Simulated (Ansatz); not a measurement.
# Ta2C monolayer: phonons and vibrational spectra

The cell of Ta2C monolayer is at rest. What are its phonons? After the zone centre comes a 6×6×1 q mesh on a 18×18×1 k mesh.

Main program and level: Ansatz 0.2.0; DFT PBEsol, scalar-relativistic, plane waves, PAW.

## 1. Set-up

The cell holds 3 atoms: 1 C and 2 Ta. Its edges and angles: a = 3.058 Å, b = 3.058 Å, c = 28.600 Å, α = 90.0°, β = 90.0°, γ = 120.0°. Vacuum lies along c.

## 2. Zone-centre response

The cell comes from relaxations at this level that are not shown. The zone centre comes first: it holds the modes that light can see, as far as symmetry allows. No field response is asked, since the mesh shows no gap.

input.yaml reads:

```yaml
crystal:
  lattice:
    - [3.0575880298, 0.0, 0.0]
    - [-1.5287940149, 2.6479489081, 0.0]
    - [0.0, 0.0, 28.6]
  atoms:
    - { symbol: C, position: [0.0, 0.0, 0.3496503497] }
    - { symbol: Ta, position: [0.3333333333, 0.6666666667, 0.391754604] }
    - { symbol: Ta, position: [0.6666666667, 0.3333333333, 0.3075460953] }
  periodic: [true, true, false]
kpoints:
  mp_grid: { grid: [18, 18, 1] }
hamiltonian:
  xc: pbesol
scf:
  occupations: { method: methfessel_paxton, width: 0.15 }
output:
  eigenvalues: true
phonons:
  method: dfpt
```

The run is started by

```sh
ansatz run input.yaml --threads 8 --pin off --max-ram 14336MiB --backend cpu --events-out ev --progress --plain --runs-dir out
```

Numbers of over 12 decimals in the logs are rounded to 6 here.

What it wrote:

```text
Warning: crystal.symmetry: narrowed to the stabiliser of the run's FFT grids — unitary ops 12 → 6. A phonons.method: dfpt run fills in the rows of the dynamical matrix that it does not solve by its symmetry operations, which is exact only for operations that map its FFT grids onto themselves: filled in by any other, the frequencies could depend on the order in which like atoms are typed, or, by more than the grids' own error, on where the crystal sits among the grids' points. Excluded: 6 operations. The run can therefore solve more perturbations, solve them on more k-points, or both, and cost more. [rest of the remark cut]
Engine: ansatz 0.2.0, aarch64-unknown-linux-gnu
Pseudopotentials: kind: paw
Pseudopotential: C, paw, valence charge 4, recommended cutoff 420 eV (normal), C.paw.azcp
Pseudopotential: Ta, paw, valence charge 13, recommended cutoff 420 eV (normal), Ta.paw.azcp
Functional definition: PBEsol
  exchange = pbesol_x
  correlation = pbesol_c
Crystal: 3 atoms, lattice volume = 231.555 Å³
Basis set: ecut = 420 eV, 4499 PW (Γ), exchange–correlation on 48×48×384 points (8 copies of the dense FFT grid, shifted against one another)
Bands: 19, of which v1, the nominal top of the filled ones, is band 15 counted from 1 (14 counted from 0)
Symmetry: 12 space group operations
k-points: 91 of 324 (irreducible under 2 space group operations, time reversal used)
Non-local potential: C, projectors of the file, l = 0: 2, l = 1: 2, l = 2: 1
Non-local potential: Ta, projectors of the file, l = 0: 3, l = 1: 2, l = 2: 2, l = 3: 1
PAW form: soft (Blöchl's): semilocal exchange-correlation on the pseudo side does not see the compensation charge
PAW frozen core: C, regenerated for the run's functional, and the local potential with it (the file was generated under x = pbe(κ = 0.804, μ = 0.219515), c = pbe(β = 0.066725))
PAW frozen core: Ta, regenerated for the run's functional, and the local potential with it (the file was generated under x = pbe(κ = 0.804, μ = 0.219515), c = pbe(β = 0.066725))
PAW one-centre angular grid: C, 110 points (default); XC on 64 Gauss nodes
PAW one-centre angular grid: Ta, 590 points (default); XC on 64 Gauss nodes
Initial density: superposition of atomic densities (neutral atoms: chi_scale 0, normalization atom), corrected by the library's trained network
Initial wavefunctions: pseudopotential atomic-orbital guess
Functional: x = pbesol(κ = 0.804, μ = 0.123457), c = pbesol(β = 0.046)
SCF iter   1: F=—  HF=-19858.623929 eV  |F-HF|=—  |Δ(HF+E_count)|=         —  Δρ=4.85e-3  dr2=4.76e-2  ethr=1.77e-3  ⟨swp⟩=11.2  Hψ=14046  notcnv=0
preconditioner: auto → LDOS  [metal: Δε(μ)=0.007 eV  Ē_g=6.504 eV  σ=0.150 eV  W_gap=0.04  n_scr=16 (ndim 8)  ℏωp=9.1 eV  f_vac=0.743  D(μ)=2.21/eV (n_scr^D=10)  β→1.0]
SCF iter   2: F=—  HF=-19858.613855 eV  |F-HF|=—  |Δ(HF+E_count)|=   1.01e-2  S|Δr|=    0.00e0  Δρ=1.40e-3  dr2=3.21e-3  ethr=1.59e-4  ⟨swp⟩=3.7  Hψ=4285  notcnv=0
SCF iter   3: F=—  HF=-19858.614246 eV  |F-HF|=—  |Δ(HF+E_count)|=   3.91e-4  S|Δr|=    0.00e0  Δρ=5.26e-4  dr2=8.03e-4  ethr=1.07e-5  ⟨swp⟩=4.1  Hψ=4347  notcnv=0
SCF iter   4: F=—  HF=-19858.614163 eV  |F-HF|=—  |Δ(HF+E_count)|=   8.28e-5  S|Δr|=    0.00e0  Δρ=2.60e-4  dr2=2.34e-4  ethr=2.68e-6  ⟨swp⟩=3.3  Hψ=3229  notcnv=0
SCF iter   5: F=—  HF=-19858.614117 eV  |F-HF|=—  |Δ(HF+E_count)|=   4.60e-5  S|Δr|=    0.00e0  Δρ=8.24e-5  dr2=1.59e-5  ethr=7.79e-7  ⟨swp⟩=3.5  Hψ=3469  notcnv=0
SCF iter   6: F=—  HF=-19858.614124 eV  |F-HF|=—  |Δ(HF+E_count)|=   6.58e-6  S|Δr|=    0.00e0  Δρ=1.79e-5  dr2=1.62e-6  ethr=5.29e-8  ⟨swp⟩=3.6  Hψ=3977  notcnv=0
SCF iter   7: F=—  HF=-19858.614236 eV  |F-HF|=—  |Δ(HF+E_count)|=   1.12e-4  S|Δr|=    0.00e0  Δρ=5.07e-6  dr2=7.76e-8  ethr=5.41e-9  ⟨swp⟩=3.7  Hψ=3401  notcnv=0
SCF iter   8: F=—  HF=-19858.614236 eV  |F-HF|=—  |Δ(HF+E_count)|=   1.82e-7  S|Δr|=    0.00e0  Δρ=1.29e-6  dr2=4.88e-9  ethr=2.59e-10  ⟨swp⟩=4.0  Hψ=4119  notcnv=0
SCF iter   9: F=—  HF=-19858.614236 eV  |F-HF|=—  |Δ(HF+E_count)|=  8.19e-10  S|Δr|=    0.00e0  Δρ=2.98e-7  dr2=2.96e-10  ethr=1.63e-11  ⟨swp⟩=3.7  Hψ=4226  notcnv=0
SCF iter  10: F=—  HF=-19858.614236 eV  |F-HF|=—  |Δ(HF+E_count)|=   2.61e-9  S|Δr|=    0.00e0  Δρ=8.17e-8  dr2=2.32e-11  ethr=1.00e-12  ⟨swp⟩=3.6  Hψ=3803  notcnv=0
SCF iter  11: F=-19858.614236 eV  HF=-19858.614236 eV  |F-HF|=1.09e-11  |Δ(HF+E_count)|=  8.11e-10  S|Δr|=    0.00e0  Δρ=1.90e-8  dr2=1.17e-12  ethr=1.00e-12  ⟨swp⟩=15.9  Hψ=14706  notcnv=0
SCF 1 converged in 11 iterations: F = -19858.614236 eV  dr2 = 1.17e-12
  greatest PAW one-centre occupation: 1.000 electrons in one spin orbital (limit 2), on the Ta atom at site 2 (counted from 0), in its partial waves of l = 0
DFPT response loops at Γ: preconditioner auto → none (partly filled bands, converged f_vac=0.742); β = 0.50; Broyden in place of MSR1
SCF converged after 11 iterations
Stability not checked: this state was not tested for a lower state beside it, because cold or Methfessel-Paxton smearing, or corrected tetrahedra, fill the levels in a way that the test cannot read (fill_not_monotonic; see scf.lower_state_search)
Free energy (F): -19858.614236 eV
Harris-Foulkes:  -19858.614236 eV  (|F-HF|=1.09e-11)
Internal energy: -19858.614553 eV  (E = F + TS)
E sigma→0 (E₀):  -19858.614315 eV
Entropy (-TS):   0.000317 eV (0.106 meV/atom)
Fermi energy:    -4.869303 eV
--- Per-component energies (eV) ---
  E_band       = -896.495488
  E_kinetic    = 821.692485
  E_local      = -58989.650417  (includes V_loc(G=0)·N_el)
  E_nonlocal   = 61.494157
  E_hartree    = 28956.713860
  E_xc         = -481.080776
  E_vxc        = -466.085591  (∫ρ·V_xc dr)
  E_paw        = -16640.503956  (= ΣΔE_a)
  E_vpaw       = -237.373987  (= ΣTr[D̂ρ^β])
  E_aug_tail   = 0.000276  (compensation charges beyond the density's cutoff)
  E_ewald      = 26412.271426
  E_core_change = 0.448393  (= ΣΔE_core)
  E_smearing   = 0.000317  (= −TS)
  E_closure    = 0.000000  (closes the sum)
  Σ components = -19858.614236   (vs F -19858.614236, Δ=0.00e0)
--- Band table (eV; the first three rows and the last of 91) ---
  k-point 0: bands = [... 11 lower, -9.1296, -6.6099, -5.6820, -5.4626, -4.9409, -4.9409, -2.9984, -2.9984]
  k-point 1: bands = [... 11 lower, -9.1123, -6.5569, -5.7651, -5.3757, -5.0493, -4.8621, -3.1855, -3.0589]
  k-point 2: bands = [... 11 lower, -9.0697, -6.4656, -5.9766, -5.3838, -5.1133, -4.6346, -3.4165, -3.1310]
  k-point 90: bands = [... 11 lower, -9.4118, -6.7498, -5.9854, -5.4086, -4.2799, -2.7318, -2.3351, -1.0262]
--- Phonons (Γ-DFPT): 6 representative perturbations + reference, on 91 of 324 k-points (Σ response iterations 32) ---
  ASR residual: 2.957e-5 → 0.000e0 eV/Å²; symmetrization residual: 1.029e-5 eV/Å²
  The last average, over the group as it would stand without the narrowing to the FFT grids, took up to 1.613e-6 eV/Å² of the zone centre's force constants
  ASR residual per site (eV/Å²): 2.96e-5 1.24e-5 9.49e-6
  Γ frequencies (cm⁻¹): 0.00 0.00 0.00 124.57 124.57 203.82 619.47 681.51 681.51
  non-analytic LO–TO correction: not included (Born effective charges unavailable; polar crystals: no LO–TO splitting at Γ)
```

Run time: 42 s. Hardware: 8 threads of Arm Neoverse V2, shared host; peak memory 1.6 GiB.

This step gave:

| Quantity | Value |
| --- | --- |
| gap on the k-mesh | 0 eV |
| sum-rule residual before enforcement | 2.96e-5 eV/Å² |
| point group | -3m |
| area per atom | 2.699 Å² |
| highest optical mode at the zone centre (no LO-TO term) | 681.5 cm⁻¹ |
| lowest optical zone-centre mode | 124.6 cm⁻¹ |

Patterns of degenerate modes are one choice out of their space. The modes at Γ (shares of kinetic energy by element, %):

```tsv
mode	frequency (cm⁻¹)	symmetry	C %	Ta %
1	0.0	acoustic	3	97
2	0.0	acoustic	3	97
3	0.0	acoustic	3	97
4	124.6	Eg	0	100
5	124.6	Eg	0	100
6	203.8	A1g	0	100
7	619.5	A2u	97	3
8	681.5	Eu	97	3
9	681.5	Eu	97	3
```

Displacements in mode 4 (124.6 cm⁻¹), the largest set to 1:
```
C1   0.00  0.00  0.00
Ta2  0.24  1.00  0.00
Ta3 -0.24 -1.00  0.00
```

Displacements in mode 7 (619.5 cm⁻¹), the largest set to 1:
```
C1   0.00  0.00  1.00
Ta2  0.00  0.00 -0.03
Ta3  0.00  0.00 -0.03
```

Before it was imposed, the acoustic sum rule was missed by 3.0e-5 eV/Å². Small misses are needed for a sound result but don't prove that mesh and cutoff are converged. The lowest optical mode is real, 125 cm⁻¹.

## 3. Response at finite wavevector

Stability and thermal properties need the whole zone. Linear response on a 6×6×1 q mesh gives force constants as far as a supercell of that size would.

input.yaml, as its differences from that of step 2:

```diff
@@ -20 +20,10 @@
   method: dfpt
+  qmesh: [6, 6, 1]
+  temperatures: { t_max: 1000, t_step: 50 }
+  qpath:
+    path:
+      - [0.0, 0.0, 0.0]
+      - [0.5, 0.0, 0.0]
+      - [0.33333333, 0.33333333, 0.0]
+      - [0.0, 0.0, 0.0]
+    npoints: 10
```

What it wrote:

```text
[...]
Crystal: 3 atoms, lattice volume = 231.555 Å³
Basis set: ecut = 420 eV, 4499 PW (Γ), exchange–correlation on 48×48×384 points (8 copies of the dense FFT grid, shifted against one another)
Bands: 19, of which v1, the nominal top of the filled ones, is band 15 counted from 1 (14 counted from 0)
Symmetry: 12 space group operations
k-points: 37 of 324 (irreducible under 6 space group operations, time reversal used)
[...]
SCF iter   1: F=—  HF=-19858.623614 eV  |F-HF|=—  |Δ(HF+E_count)|=         —  Δρ=4.85e-3  dr2=4.76e-2  ethr=1.77e-3  ⟨swp⟩=11.1  Hψ=5633  notcnv=0
[...]
SCF iter  11: F=-19858.614236 eV  HF=-19858.614236 eV  |F-HF|=2.55e-11  |Δ(HF+E_count)|=  8.84e-10  S|Δr|=    0.00e0  Δρ=1.84e-8  dr2=1.10e-12  ethr=1.00e-12  ⟨swp⟩=16.5  Hψ=6212  notcnv=0
SCF 1 converged in 11 iterations: F = -19858.614236 eV  dr2 = 1.10e-12
[...]
phonons: the bands overlap, so this run is a metal and interpolates without the dipole-dipole term. If the crystal is really an insulator or semiconductor, its LO-TO splitting is missing
NSCF: frozen V_eff on 37 k-points
WARN: eigensolver did not converge (k=6): 1 band(s) unlocked after 2 eigensolves, warm-restarted (20 sweeps on the last) at ethr=1.21e-12 eV (storage-precision floor; scheduled 1.00e-12 eV) (lowest unlocked band 18, counted from 0; max residual 4.62e-6 eV among the unlocked bands, 4.62e-6 eV over every band; other slots of this pass that fall short are told together in one closing line; warning suppressed until the next SCF loop or pass starts)
WARN: eigensolver did not converge in 7 slots of this pass, the one above among them; of largest residual over every band (k=33): 1 band(s) unlocked (lowest unlocked band 18, counted from 0; max residual 3.60e-4 eV among the unlocked bands, 3.60e-4 eV over every band); of lowest unlocked band (k=6): band 18
[...]
DFPT response loops at q = (0, 0, 0) (fractional): preconditioner auto → none (partly filled bands, converged f_vac=0.742); β = 0.50; Broyden in place of MSR1
[...]
SCF converged after 11 iterations
[...]
Free energy (F): -19858.614236 eV
[...]
Internal energy: -19858.614553 eV  (E = F + TS)
E sigma→0 (E₀):  -19858.614315 eV
Entropy (-TS):   0.000317 eV (0.106 meV/atom)
Fermi energy:    -4.869303 eV
[...]
--- Band table (eV; the first three rows and the last of 37) ---
  k-point 0: bands = [... 11 lower, -9.1296, -6.6099, -5.6820, -5.4626, -4.9409, -4.9409, -2.9984, -2.9984]
  k-point 1: bands = [... 11 lower, -9.1123, -6.5569, -5.7651, -5.3757, -5.0493, -4.8621, -3.1855, -3.0589]
  k-point 2: bands = [... 11 lower, -9.0697, -6.4656, -5.9766, -5.3838, -5.1133, -4.6346, -3.4165, -3.1310]
  k-point 36: bands = [... 11 lower, -9.1422, -5.8578, -5.7258, -5.7258, -4.3212, -2.3202, -2.3202, -1.2626]
--- Phonons (Γ-DFPT): 6 representative perturbations + reference (Σ response iterations 31) ---
  ASR residual: 2.836e-5 → 0.000e0 eV/Å²; symmetrization residual: 7.689e-6 eV/Å²
[...]
ASR residual per site (eV/Å²): 2.84e-5 1.55e-5 1.29e-5
  Γ frequencies (cm⁻¹): 0.00 0.00 0.00 124.57 124.57 203.82 619.47 681.51 681.51
--- Phonons (arbitrary-q DFPT): 7 irreducible q on the 6×6×1 mesh ---
  q = [0.0000, 0.0000, 0.0000] (star 1, of the zone-centre solve; hermiticity 7.74e-7, symmetrization 2.41e-14, taken by the last average 8.57e-8): -0.00 -0.00 -0.00 124.57 124.57 203.82 619.47 681.51 681.51
  q = [0.0000, 0.1667, 0.0000] (star 6, 9 solved perturbations on 171 of 324 k-point pairs; hermiticity 4.76e-7, symmetrization 5.56e-11, taken by the last average 8.12e-8): 34.95 59.61 106.57 126.71 133.91 197.74 632.34 682.14 699.03
[...]
q = [0.1667, 0.1667, 0.0000] (star 6, 6 solved perturbations in 1485 linear systems a pass and spin channel, the states on 324 of 324 k-point pairs; hermiticity 5.44e-7, symmetrization 7.31e-11, taken by the last average 8.86e-8): 75.74 109.05 129.88 150.39 150.76 194.74 634.65 691.09 704.26
[...]
sum rule: each row above includes the acoustic sum rule's correction from the zone centre's row sums; it moved no ω² by more than (0.80 cm⁻¹)²
  mesh force constants: q→R imaginary residual 2.16e-18; ASR residual 2.836e-5 → 0.000e0 eV/Å²; symmetrization residual 7.105e-15 eV/Å²
  interpolated dispersion: 31 rows × 9 modes
  density of states and harmonic sums: on the 24×24×1 q-mesh, interpolated from the force constants of a 6×6×1 supercell (no non-analytic term)
  largest difference from the sums on the solved wave vectors: F 2.74e-2 eV, S 3.41e-5 and C_V 6.73e-6 eV/K
  zero-point energy: 0.178019 eV/cell   skipped modes (ω ≤ 0): 3   left out of the sums: 5.79e-4 of the cell's modes: C_V's classical limit lies that fraction below 3 k_B per atom; for a crystal, a wire or a layer, F and S can be off by more, and a phonons.interpolated_qmesh denser along its periods is the remedy for the sampling
```

Run time: 9.8 min. Hardware: 8 threads; peak memory 3.1 GiB; 76 min of CPU time.

Numbers from this step:

```
sum-rule residual before enforcement                       : 2.84e-5 eV/Å²
lowest frequency on the path                               : 0 cm⁻¹
highest frequency on the path or at a solved wavevector    : 720.4 cm⁻¹
mean frequency                                             : 319.1 cm⁻¹
lowest mode on the q mesh (acoustic modes at Γ apart)      : 34.95 cm⁻¹
zero-point energy per atom                                 : 59.34 meV
heat capacity at 300 K                                     : 19.65 J/(mol atoms K)
vibrational entropy at 300 K                               : 26.21 J/(mol atoms K)
edges of the widest gap between branches, on path and mesh : 203.8, 614.3 cm⁻¹
```

(Continued in part 2 of 2.)

[Logs are printed without paths, hosts, clocks, repeated set-up lines and the standing remarks that a program may print on its own settings, such as how far it seeks lower states.]

[Hosts, paths, dates, database ids (printed as entryN), source tags and the programs' standing remarks are cut or masked in the printed files.]
